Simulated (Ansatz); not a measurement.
# What BiN (model cell, started as zinc blende) distorts into, part 2 of 3

Aim: this structure of BiN (model cell, started as zinc blende) is to be tested for unstable modes, and one is followed downhill.

Ansatz 0.2.0; DFT PBEsol, scalar-relativistic, plane waves, PAW.

So far, highest frequency on the path or at a solved wavevector (cm⁻¹): step 2 (phonons on a q mesh) 310. Also lowest frequency on the path (cm⁻¹): step 2 -107.

The structure was built from a prototype and need not be the compound's stable phase.

**4. The mode frozen in, largest atomic shift 0.22 Å**

The atoms are moved along the unstable eigenvector, the largest shift by 0.22 Å, with the cell fixed.

input.yaml

```yaml
crystal:
  lattice:
    - [0.0, -2.7401716009, -2.7401716009]
    - [0.0, 2.7401716009, -2.7401716009]
    - [5.4803432018, 0.0, 0.0]
  atoms:
    - { symbol: Bi, position: [0.504647477, 0.504647477, 0.5] }
    - { symbol: Bi, position: [-0.004647477, -0.004647477, 0.0] }
    - { symbol: "N", position: [0.0401434713, 0.4598565287, 0.75] }
    - { symbol: "N", position: [0.4598565287, 0.0401434713, 0.25] }
kpoints:
  mp_grid: { grid: [12, 12, 8] }
hamiltonian:
  xc: pbesol
scf:
  occupations: { method: methfessel_paxton, width: 0.2 }
output:
  forces: true
  stress: true
  eigenvalues: true
```

The run is started by

```console
ansatz run input.yaml --threads 4 --pin off --max-ram 7168MiB --backend cpu --events-out ev --progress --plain --runs-dir out
```

Numbers of over 12 decimals in the logs are rounded to 6 here.

What it wrote:

```text
[...]
Crystal: 4 atoms, lattice volume = 82.299 Å³
Basis set: ecut = 420 eV, 1611 PW (Γ), exchange–correlation on 54×54×80 points (8 copies of the dense FFT grid, shifted against one another)
Bands: 24, of which v1, the nominal top of the filled ones, is band 20 counted from 1 (19 counted from 0)
Symmetry: 4 space group operations
[...]
k-points: 215 of 1152 (time reversal used)
[...]
--- Band table (eV; the first three rows and the last of 215) ---
  k-point 0: bands = [... 16 lower, 7.8103, 7.8988, 7.9484, 9.1454, 9.4506, 12.6684, 12.9352, 13.2255]
  k-point 1: bands = [... 16 lower, 7.6904, 7.7941, 8.0605, 9.1434, 9.5160, 12.3408, 13.0178, 13.3867]
  k-point 2: bands = [... 16 lower, 7.3883, 7.4988, 8.3432, 9.1725, 9.6643, 11.6620, 13.2954, 13.7581]
  k-point 214: bands = [... 16 lower, 5.2718, 5.2718, 10.0499, 10.0499, 12.1788, 12.1788, 12.3229, 12.3229]
[key lines of the parts left out:]
SCF converged after 7 iterations
Free energy (F): -25237.782250 eV
Fermi energy:    9.857296 eV
P = ⅓ Tr σ = -0.0665 GPa (-0.665 kbar)
```

Wall time 11 s (4 threads of Arm Neoverse V1, shared host); peak memory 0.58 GiB.

Numbers from this step:

* pressure: -0.06649 GPa
* energy from the undistorted cell: -3.956 meV/atom

The energy, extrapolated to zero smearing, is -3.96 meV/atom against the undistorted cell.

The run ends at a pressure of -0.07 GPa, with forces up to 0.23 eV/Å.

**5. Energy along the mode, all amplitudes (two of the runs are shown above)**

An imaginary frequency means negative curvature, so the energy should fall and then rise again as anharmonic terms take over.

Numbers from this step:

```
depth at the lowest point sampled  : 3.956 meV/atom
largest atomic shift at that point : 0.22 Å
```

The energy from the parent by largest atomic shift:

| largest atomic shift (Å) | energy from the parent (meV/atom) |
| --- | --- |
| 0.000 | 0 |
| 0.040 | -0.133 |
| 0.080 | -0.663 |
| 0.140 | -2.13 |
| 0.220 | -3.96 |
| 0.320 | -3.12 |
| 0.450 | 7.95 |

Displacement at unit largest shift by atom:

```
atom  x (Å)  y (Å)  z (Å)  size
 Bi1   0.00   0.00  -0.12  0.12
 Bi2   0.00   0.00   0.12  0.12
  N3   0.00  -1.00   0.00  1.00
  N4   0.00   1.00   0.00  1.00
```

The lowest of the steps tried is at 0.22 Å, 3.96 meV/atom below the parent; the bottom of the well need not coincide with a step.

**6. Relaxation from the frozen mode**

Starting from the lowest point found, all atoms and the cell are let go, so that strain and other modes of the same symmetry can join in.

Edit input.yaml of step 4 so:

```diff
@@ -20 +20,10 @@
   eigenvalues: true
+  write_density: true
+  write_potential: true
+  elf: true
+  volumetric_format: npy
+relax:
+  adjacent_minimum: "off"
+  f_tol: 0.002
+  max_steps: 120
+  cell: { stress_tol: 0.03 }
```

What it wrote:

```text
[...]
Crystal: 4 atoms, lattice volume = 82.299 Å³
Basis set: ecut = 420 eV, 1611 PW (Γ), exchange–correlation on 54×54×80 points (8 copies of the dense FFT grid, shifted against one another)
Bands: 24, of which v1, the nominal top of the filled ones, is band 20 counted from 1 (19 counted from 0)
Symmetry: 4 space group operations
[...]
k-points: 215 of 1152 (time reversal used)
[...]
SCF iter   1: F=—  HF=-25237.833507 eV  |F-HF|=—  |Δ(HF+E_count)|=         —  Δρ=1.61e-2  dr2=2.84e-1  ethr=1.77e-3  ⟨swp⟩=5.2  Hψ=22351  notcnv=0
[...]
SCF iter   7: F=-25237.782250 eV  HF=-25237.782250 eV  |F-HF|=2.29e-10  |Δ(HF+E_count)|=   2.52e-8  S|Δr|=    0.00e0  Δρ=2.77e-6  dr2=6.60e-9  ethr=2.50e-10  ⟨swp⟩=9.0  Hψ=34953  notcnv=0
SCF 1 converged in 7 iterations: F = -25237.782250 eV  dr2 = 6.60e-9
[...]
relax step   1: F+E_penalty+E_count = -25237.78224961 eV  Δ(F+E_penalty+E_count) = +0.000e0 eV  max|allowed force component| = 2.286e-1 eV/Å  Δτ_max = 0.0000 Å  P = -0.066 GPa  Ω = 82.299 Å³  (7 SCF iters, dr2 threshold 1.00e-7 eV, accepted)
Crystal: 4 atoms, lattice volume = 81.045 Å³
Basis set: ecut = 420 eV, 1595 PW (Γ), exchange–correlation on 54×54×80 points (8 copies of the dense FFT grid, shifted against one another)
[...]
SCF iter   6: F=-25237.846948 eV  HF=-25237.846948 eV  |F-HF|=6.24e-8  |Δ(HF+E_count)|=   4.85e-7  S|Δr|=    0.00e0  Δρ=1.14e-5  dr2=1.52e-7  ethr=1.00e-9  ⟨swp⟩=12.0  Hψ=43236  notcnv=0
SCF 2 converged in 6 iterations: F = -25237.846948 eV  dr2 = 1.52e-7
[...]
relax step   2: F+E_penalty+E_count = -25237.84694819 eV  Δ(F+E_penalty+E_count) = -6.470e-2 eV  max|allowed force component| = 1.839e-1 eV/Å  Δτ_max = 0.0968 Å  P = -0.651 GPa  Ω = 81.045 Å³  energy of the carried Pulay correction = +1.971e-3 eV  (6 SCF iters, dr2 threshold 4.00e-7 eV, accepted)
Crystal: 4 atoms, lattice volume = 79.815 Å³
Basis set: ecut = 420 eV, 1587 PW (Γ), exchange–correlation on 54×54×80 points (8 copies of the dense FFT grid, shifted against one another)
[...]
SCF iter   6: F=-25237.941184 eV  HF=-25237.941184 eV  |F-HF|=6.27e-8  |Δ(HF+E_count)|=   8.55e-7  S|Δr|=    0.00e0  Δρ=1.09e-5  dr2=1.18e-7  ethr=1.00e-9  ⟨swp⟩=11.9  Hψ=46471  notcnv=0
SCF 3 converged in 6 iterations: F = -25237.941184 eV  dr2 = 1.18e-7
relax step   3: F+E_penalty+E_count = -25237.94118402 eV  Δ(F+E_penalty+E_count) = -9.424e-2 eV  max|allowed force component| = 2.568e-1 eV/Å  Δτ_max = 0.0445 Å  P = -0.884 GPa  Ω = 79.815 Å³  energy of the carried Pulay correction = +3.934e-3 eV  (6 SCF iters, dr2 threshold 4.00e-7 eV, accepted)
[... from here on, the SCF cycles and remarks between the steps are left out ...]
relax step   4: F+E_penalty+E_count = -25237.96573823 eV  Δ(F+E_penalty+E_count) = -2.455e-2 eV  max|allowed force component| = 7.533e-1 eV/Å  Δτ_max = 0.1273 Å  P = +2.813 GPa  Ω = 76.834 Å³  energy of the carried Pulay correction = +8.816e-3 eV  (7 SCF iters, dr2 threshold 4.00e-7 eV, accepted)
relax step   5: F+E_penalty+E_count = -25237.91120294 eV  Δ(F+E_penalty+E_count) = +5.454e-2 eV  max|allowed force component| = 7.069e-1 eV/Å  Δτ_max = 0.1879 Å  P = -4.143 GPa  Ω = 77.909 Å³  energy of the carried Pulay correction = +7.035e-3 eV  (7 SCF iters, dr2 threshold 4.00e-7 eV, rejected (line search))
relax step   6: F+E_penalty+E_count = -25238.01022425 eV  Δ(F+E_penalty+E_count) = -4.449e-2 eV  max|allowed force component| = 3.111e-1 eV/Å  Δτ_max = 0.0939 Å  P = -1.020 GPa  Ω = 77.747 Å³  energy of the carried Pulay correction = +7.302e-3 eV  (10 SCF iters, accepted)
relax step   7: F+E_penalty+E_count = -25238.03979147 eV  Δ(F+E_penalty+E_count) = -2.957e-2 eV  max|allowed force component| = 1.102e-1 eV/Å  Δτ_max = 0.0460 Å  P = -0.267 GPa  Ω = 76.508 Å³  energy of the carried Pulay correction = +9.362e-3 eV  (6 SCF iters, dr2 threshold 4.00e-7 eV, accepted)
relax step   8: F+E_penalty+E_count = -25238.04359094 eV  Δ(F+E_penalty+E_count) = -3.799e-3 eV  max|allowed force component| = 2.808e-2 eV/Å  Δτ_max = 0.0112 Å  P = +0.175 GPa  Ω = 76.033 Å³  energy of the carried Pulay correction = +1.016e-2 eV  (5 SCF iters, dr2 threshold 4.00e-7 eV, accepted)
relax step   9: F+E_penalty+E_count = -25238.04367239 eV  Δ(F+E_penalty+E_count) = -8.145e-5 eV  max|allowed force component| = 4.835e-3 eV/Å  Δτ_max = 0.0038 Å  P = -0.017 GPa  Ω = 76.196 Å³  energy of the carried Pulay correction = +9.885e-3 eV  (4 SCF iters, dr2 threshold 2.98e-7 eV, accepted)
relax step  10: F+E_penalty+E_count = -25238.04371445 eV  Δ(F+E_penalty+E_count) = -4.206e-5 eV  max|allowed force component| = 5.290e-4 eV/Å  Δτ_max = 0.0014 Å  P = -0.002 GPa  Ω = 76.189 Å³  energy of the carried Pulay correction = +9.897e-3 eV  (5 SCF iters, dr2 threshold 9.68e-9 eV, accepted)
relax step  11: F+E_penalty+E_count = -25238.05521243 eV  Δ(F+E_penalty+E_count) = -1.150e-2 eV  max|allowed force component| = 7.495e-4 eV/Å  Δτ_max = 0.0000 Å  P = +0.168 GPa  Ω = 76.189 Å³  stress off target by 5.75e-1 GPa  SCF on the basis re-selected at this cell (its energy is not comparable with the rows above)  (7 SCF iters)
relax step  12: F+E_penalty+E_count = -25238.05693351 eV  Δ(F+E_penalty+E_count) = -1.721e-3 eV  max|allowed force component| = 5.270e-3 eV/Å  Δτ_max = 0.0055 Å  P = +0.030 GPa  Ω = 76.085 Å³  energy of the carried Pulay correction = +2.454e-4 eV  (5 SCF iters, dr2 threshold 4.00e-7 eV, accepted)
relax step  13: F+E_penalty+E_count = -25238.05701377 eV  Δ(F+E_penalty+E_count) = -8.026e-5 eV  max|allowed force component| = 4.954e-4 eV/Å  Δτ_max = 0.0016 Å  P = -0.003 GPa  Ω = 76.064 Å³  energy of the carried Pulay correction = +2.924e-4 eV  (5 SCF iters, dr2 threshold 1.24e-8 eV, accepted)
relax step  14: F+E_penalty+E_count = -25238.05683387 eV  Δ(F+E_penalty+E_count) = +1.799e-4 eV  max|allowed force component| = 3.983e-4 eV/Å  Δτ_max = 0.0000 Å  P = -0.006 GPa  Ω = 76.064 Å³  stress off target by 3.48e-2 GPa  SCF on the basis re-selected at this cell (its energy is not comparable with the rows above)  (5 SCF iters)
relax step  15: F+E_penalty+E_count = -25238.05693498 eV  Δ(F+E_penalty+E_count) = -1.011e-4 eV  max|allowed force component| = 8.216e-4 eV/Å  Δτ_max = 0.0014 Å  P = +0.005 GPa  Ω = 76.018 Å³  energy of the carried Pulay correction = +8.979e-5 eV  (5 SCF iters, dr2 threshold 3.02e-9 eV, accepted)
[...]
SCF iter   5: F=-25238.056866 eV  HF=-25238.056866 eV  |F-HF|=7.28e-12  |Δ(HF+E_count)|=  1.82e-11  S|Δr|=    0.00e0  Δρ=4.05e-8  dr2=1.72e-12  ethr=1.00e-12  ⟨swp⟩=5.8  Hψ=21938  notcnv=0
SCF 16 converged in 5 iterations: F = -25238.056866 eV  dr2 = 1.72e-12
relax step  16: F+E_penalty+E_count = -25238.05686614 eV  Δ(F+E_penalty+E_count) = +6.884e-5 eV  max|allowed force component| = 8.325e-4 eV/Å  Δτ_max = 0.0000 Å  P = +0.004 GPa  Ω = 76.018 Å³  stress off target by 7.66e-3 GPa  SCF on the basis re-selected at this cell (its energy is not comparable with the rows above)  (5 SCF iters)
[...]
SCF converged after 5 iterations
[...]
Free energy (F): -25238.056866 eV
[...]
Internal energy: -25238.059559 eV  (E = F + TS)
E sigma→0 (E₀):  -25238.057539 eV
Entropy (-TS):   0.002693 eV (0.673 meV/atom)
Fermi energy:    10.812052 eV
[...]
--- Forces (eV/Å), atoms counted from 1 ---
  atom   1  Bi     0.00000000    -0.00000000     0.00083255
  atom   2  Bi     0.00000000     0.00000000    -0.00083255
  atom   3  N      0.00000000     0.00005904    -0.00000000
  atom   4  N      0.00000000    -0.00005904     0.00000000
  max |Σ_I F_I| component: 4.16e-17 eV/Å
--- Stress (GPa, compression-positive) ---
        0.004911      -0.000000       0.000000
       -0.000000       0.007656      -0.000000
        0.000000      -0.000000      -0.001239
  P = ⅓ Tr σ = 0.0038 GPa (0.038 kbar)
--- Band table (eV; the first three rows and the last of 215) ---
  k-point 0: bands = [... 16 lower, 8.6820, 9.1753, 9.1779, 10.0926, 10.9708, 14.2093, 14.5960, 14.6089]
  k-point 1: bands = [... 16 lower, 8.6300, 9.0608, 9.2625, 9.9604, 11.1952, 14.2634, 14.2749, 14.7081]
  k-point 2: bands = [... 16 lower, 8.4873, 8.7126, 9.4521, 9.8559, 11.5891, 13.6385, 14.5046, 14.9520]
  k-point 214: bands = [... 16 lower, 6.6263, 6.6263, 10.3155, 10.3155, 13.0384, 13.0384, 14.2435, 14.2435]
--- Relaxed structure (13 steps of the walk, 12 accepted, 3 SCFs on fresh bases) ---
  F+E_penalty+E_count = -25238.05686614 eV   max|allowed force component| = 8.325e-4 eV/Å   (the final SCF, on the basis selected at the relaxed cell)
  cell:  # Å, volume = 76.0175 Å³
    - [0.0, -3.020166, -2.238225]
    - [0.0, 3.020166, -2.238225]
    - [5.622755, 0.0, 0.0]
  atoms:
    - { symbol: Bi, position: [0.548908, 0.548908, 0.5] }
    - { symbol: Bi, position: [-0.048908, -0.048908, 0] }
    - { symbol: N, position: [0.069786, 0.430214, 0.750000] }
    - { symbol: N, position: [0.430214, 0.069786, 0.25] }
```

Wall time 3.2 min (4 threads); peak memory 0.66 GiB.

Relaxation path:

| step | energy less that of the first step (eV) | largest force component (eV/Å) | pressure (GPa) | volume (Å³) |
| --- | --- | --- | --- | --- |
| 1 | 0.0000 | 0.2286 | -0.07 | 82.30 |
| 2 | -0.0647 | 0.1839 | -0.65 | 81.04 |
| 3 | -0.1589 | 0.2568 | -0.88 | 79.81 |
| 4 | -0.1835 | 0.7533 | 2.81 | 76.83 |
| 5 | -0.1290 | 0.7069 | -4.14 | 77.91 |
| 6 | -0.2280 | 0.3111 | -1.02 | 77.75 |
| 7 | -0.2575 | 0.1102 | -0.27 | 76.51 |
| 8 | -0.2613 | 0.0281 | 0.18 | 76.03 |
| 9 | -0.2614 | 0.0048 | -0.02 | 76.20 |
| 10 | -0.2615 | 0.0005 | 0.00 | 76.19 |
| 11* | -0.2730 | 0.0008 | 0.17 | 76.19 |
| 12 | -0.2747 | 0.0053 | 0.03 | 76.09 |
| 13 | -0.2748 | 0.0005 | 0.00 | 76.06 |
| 14* | -0.2746 | 0.0004 | -0.01 | 76.06 |
| 15 | -0.2747 | 0.0008 | 0.00 | 76.02 |
| 16* | -0.2746 | 0.0008 | 0.00 | 76.02 |

Relaxation steps marked * repeat the geometry before them on a plane-wave basis chosen anew for their cell, so energy and pressure can jump there. Relaxation step 5 was tried and not accepted.

Forces are held to the 4 operations that the run works with; a distortion that breaks them can't arise in this run.

| cell as run | before | after | change |
| --- | --- | --- | --- |
| a (Å) | 3.875 | 3.759 | -3.0 % |
| b (Å) | 3.875 | 3.759 | -3.0 % |
| c (Å) | 5.480 | 5.623 | +2.6 % |
| γ (°) | 90.00 | 106.92 | +18.8 % |
| volume (Å³/atom) | 20.57 | 19.00 | -7.6 % |

The atoms that moved most (Å, as changes of fractional coordinates times the final cell):

```csv
atom,dx,dy,dz,length
Bi1,0.000,0.000,-0.198,0.198
Bi2,0.000,0.000,0.198,0.198
N3,0.000,-0.179,0.000,0.179
N4,0.000,0.179,0.000,0.179
```

The relaxed structure:

```cif
data_structure
_symmetry_space_group_name_H-M 'P 1'
_symmetry_Int_Tables_number 1
_cell_length_a 3.7591
_cell_length_b 3.7591
_cell_length_c 5.6228
_cell_angle_alpha 90.000
_cell_angle_beta 90.000
_cell_angle_gamma 106.916
_cell_volume 76.02
loop_
_atom_site_label
_atom_site_type_symbol
_atom_site_fract_x
_atom_site_fract_y
_atom_site_fract_z
_atom_site_occupancy
Bi1 Bi 0.54891 0.54891 0.50000 1
Bi2 Bi 0.95109 0.95109 0.00000 1
N3 N 0.06979 0.43021 0.75000 1
N4 N 0.43021 0.06979 0.25000 1
```

Numbers from this step:

```
pressure        : 0.003776 GPa
volume per atom : 19.00 Å³
```

Valence density in the ac plane of the conventional cell at fractional y = 0.000, with atoms of Bi within 0.2 Å of it. It is the smooth field of the valence electrons, not physical close to the nuclei.

Ten even steps from '0' (0.0 e/Å³) to '9' (7.8 e/Å³), each cell a mean:
```
00000001588520
00000000244200
00000000011000
00000000000000
00000000000000
00011100000000
00145310000000
00378730000000
01489730000000
00267520000000
00022200000000
00000000000000
00000000000000
00000000000000
00000000122100
00000001466410
00000002699620
```
Columns run along a (4.5 Å), rows up along c (5.6 Å), edges of the conventional cell, whose origin can differ from the input's. Atoms in or near the plane, at fractional coordinates: Bi at (0.30, 0.50), Bi at (0.70, 0.00).

ELF in the ac plane of the conventional cell at fractional y = 0.000, with atoms of Bi within 0.2 Å of it. It is the smooth field of the valence electrons, not physical close to the nuclei.

Values, 17 rows by 14 columns, each cell a mean:
```
0.21 0.12 0.06 0.04 0.12 0.37 0.50 0.49 0.28 0.12 0.12 0.23 0.38 0.30
0.27 0.21 0.12 0.06 0.08 0.26 0.44 0.49 0.44 0.31 0.28 0.36 0.35 0.29
0.40 0.35 0.21 0.11 0.08 0.14 0.29 0.41 0.45 0.44 0.40 0.34 0.30 0.36
0.50 0.43 0.27 0.17 0.15 0.15 0.16 0.23 0.29 0.31 0.27 0.26 0.33 0.46
0.49 0.40 0.28 0.26 0.29 0.30 0.26 0.20 0.16 0.15 0.16 0.21 0.35 0.48
0.39 0.32 0.31 0.37 0.42 0.45 0.43 0.36 0.21 0.10 0.08 0.15 0.28 0.39
0.28 0.31 0.37 0.32 0.28 0.37 0.49 0.48 0.37 0.15 0.06 0.09 0.17 0.25
0.25 0.36 0.33 0.15 0.13 0.16 0.40 0.50 0.46 0.23 0.06 0.05 0.09 0.16
0.25 0.37 0.30 0.13 0.21 0.13 0.37 0.50 0.48 0.26 0.06 0.04 0.07 0.15
0.25 0.33 0.36 0.22 0.15 0.25 0.45 0.50 0.43 0.20 0.06 0.06 0.12 0.19
0.33 0.30 0.35 0.39 0.39 0.45 0.48 0.44 0.29 0.11 0.07 0.12 0.23 0.32
0.45 0.36 0.29 0.31 0.37 0.39 0.36 0.27 0.16 0.11 0.11 0.18 0.33 0.45
0.51 0.42 0.28 0.21 0.22 0.21 0.19 0.18 0.20 0.22 0.21 0.23 0.35 0.48
0.47 0.40 0.25 0.14 0.10 0.12 0.20 0.32 0.38 0.39 0.35 0.29 0.31 0.41
0.33 0.28 0.17 0.08 0.08 0.19 0.38 0.46 0.47 0.41 0.38 0.37 0.32 0.31
0.23 0.16 0.09 0.05 0.10 0.32 0.48 0.50 0.36 0.18 0.17 0.29 0.37 0.29
0.20 0.10 0.05 0.04 0.13 0.40 0.50 0.47 0.22 0.14 0.18 0.19 0.38 0.31
```
Columns run along a (4.5 Å), rows up along c (5.6 Å), edges of the conventional cell, whose origin can differ from the input's. Atoms in or near the plane, at fractional coordinates: Bi at (0.30, 0.50), Bi at (0.70, 0.00).

Electrostatic potential energy in the ac plane of the conventional cell at fractional y = 0.000, with atoms of Bi within 0.2 Å of it. With pseudopotentials it is smooth inside the atoms' cores, unlike the true potential.

Ten even steps from '0' (-89 eV) to '9' (14 eV), each cell a mean:
```
99999986200168
99999998532579
99999999877899
99999999999999
99999999999999
99877789999999
98632468999999
97300048999999
97300037999999
98510258999999
99755679999999
99988899999999
99999999999999
99999999888899
99999998755689
99999997310368
99999986100158
```
Columns run along a (4.5 Å; values clipped at the 3rd and 97th percentile), rows up along c (5.6 Å), edges of the conventional cell, whose origin can differ from the input's. Atoms in or near the plane, at fractional coordinates: Bi at (0.30, 0.50), Bi at (0.70, 0.00).

The distorted start has space group C222_1; the relaxation ends in C222_1.

**7. The new phase in its own primitive cell**

The relaxed structure is symmetrised, reduced to its primitive cell and relaxed tightly, as its phonons need.

input.yaml

```yaml
crystal:
  lattice:
    - [2.2382249034, -3.0201655381, 0.0]
    - [2.2382249034, 3.0201655381, 0.0]
    - [0.0, 0.0, 5.6227548336]
  atoms:
    - { symbol: Bi, position: [0.2989076856, 0.2989076856, 0.5] }
    - { symbol: Bi, position: [0.7010923144, 0.7010923144, 0.0] }
    - { symbol: "N", position: [0.1802144491, 0.8197855509, 0.25] }
    - { symbol: "N", position: [0.8197855509, 0.1802144491, 0.75] }
kpoints:
  mp_grid: { grid: [12, 12, 8] }
hamiltonian:
  xc: pbesol
scf:
  occupations: { method: methfessel_paxton, width: 0.2 }
output:
  forces: true
  stress: true
  eigenvalues: true
relax:
  adjacent_minimum: "off"
  f_tol: 0.001
  max_steps: 60
  cell: { stress_tol: 0.01 }
```

What it wrote:

```text
[...]
Crystal: 4 atoms, lattice volume = 76.018 Å³
Basis set: ecut = 420 eV, 1507 PW (Γ), exchange–correlation on 54×54×80 points (8 copies of the dense FFT grid, shifted against one another)
Bands: 24, of which v1, the nominal top of the filled ones, is band 20 counted from 1 (19 counted from 0)
Symmetry: 4 space group operations
[...]
k-points: 215 of 1152 (time reversal used)
[...]
cell:  # Å, volume = 76.0175 Å³
    - [2.2382249034, -3.0201655381, 0.0]
    - [2.2382249034, 3.0201655381, 0.0]
    - [0.0, 0.0, 5.6227548336]
  atoms:
    - { symbol: Bi, position: [0.2989076856, 0.2989076856, 0.5] }
    - { symbol: Bi, position: [0.7010923144, 0.7010923144, 0.0] }
    - { symbol: N, position: [0.1802144491, 0.8197855509, 0.25] }
    - { symbol: N, position: [0.8197855509, 0.1802144491, 0.750000] }
[key lines of the parts left out:]
SCF converged after 6 iterations
Free energy (F): -25238.056866 eV
Fermi energy:    10.812052 eV
P = ⅓ Tr σ = 0.0038 GPa (0.038 kbar)
```

The job ended after 23 s (4 threads; peak memory 0.6 GiB; 87 s of CPU time).

(Continued in part 3 of 3.)

[Logs are printed without paths, hosts, clocks, repeated set-up lines and the standing remarks that a program may print on its own settings, such as how far it seeks lower states.]

[Hosts, paths, dates, database ids (printed as entryN), source tags and the programs' standing remarks are cut or masked in the printed files.]
